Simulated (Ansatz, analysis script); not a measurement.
```cif
data_mns
_symmetry_space_group_name_H-M 'F-43m'
_symmetry_Int_Tables_number 216
_cell_length_a 5.6000
_cell_length_b 5.6000
_cell_length_c 5.6000
_cell_angle_alpha 90.000
_cell_angle_beta 90.000
_cell_angle_gamma 90.000
_cell_volume 175.62
loop_
_atom_site_label
_atom_site_type_symbol
_atom_site_symmetry_multiplicity
_atom_site_Wyckoff_symbol
_atom_site_fract_x
_atom_site_fract_y
_atom_site_fract_z
_atom_site_occupancy
Mn1 Mn 4 a 0.00000 0.00000 0.00000 1
S1 S 4 d 0.25000 0.25000 0.75000 1
_calc_subject 'Energy of spin spirals in MnS (Browneite)'
_calc_method 'PBEsol with U = 4 eV on Mn d (ortho-atomic projectors), PAW set soft_1 (files made for PBE); spin spirals by the generalised Bloch theorem, no spin–orbit coupling (and 2 further levels or steps)'
_calc_program 'Ansatz 0.2.0 and analysis script 1'
_calc_settings_of_one_run 'cutoff 420 eV, 8×8×8 k-mesh, Fermi-Dirac occupations, smearing width 0.05 eV, cone angle 90 °, wavevectors 9, starting moments 4.34 0 μB'
_calc_cost '10 runs, 25 min in all on 1 thread of Intel Xeon at 2.70GHz, shared host (the runs of this entry)'
_calc_notes 'The program’s warnings: symmetry auto disabled. The fit misses by 0.0035 % of the energy range, so the shells describe the path well, though few points can’t fix distant couplings.'
_calc_lowest_point_of_the_path 'q = (-0.5, -0.25, 0.25), -102 meV a magnetic atom from q = 0'
_calc_highest_point '0 meV a magnetic atom'
_calc_j_of_the_nearest_shell '-6.26 meV'
_calc_mean_field_temperature '192 K'
_calc_monte_carlo_heat_capacity_peak '69.2 K'
```

[Logs and program files are shortened in this print: banners, set-up blocks, solver, clock and traceback lines can be left out without a mark of their own.]

[Logs are printed without paths, hosts, clocks, repeated set-up lines and the standing remarks that a program may print on its own settings, such as how far it seeks lower states.]

[Hosts, paths, dates, database ids (printed as entryN), source tags and the programs' standing remarks are cut or masked in the printed files.]
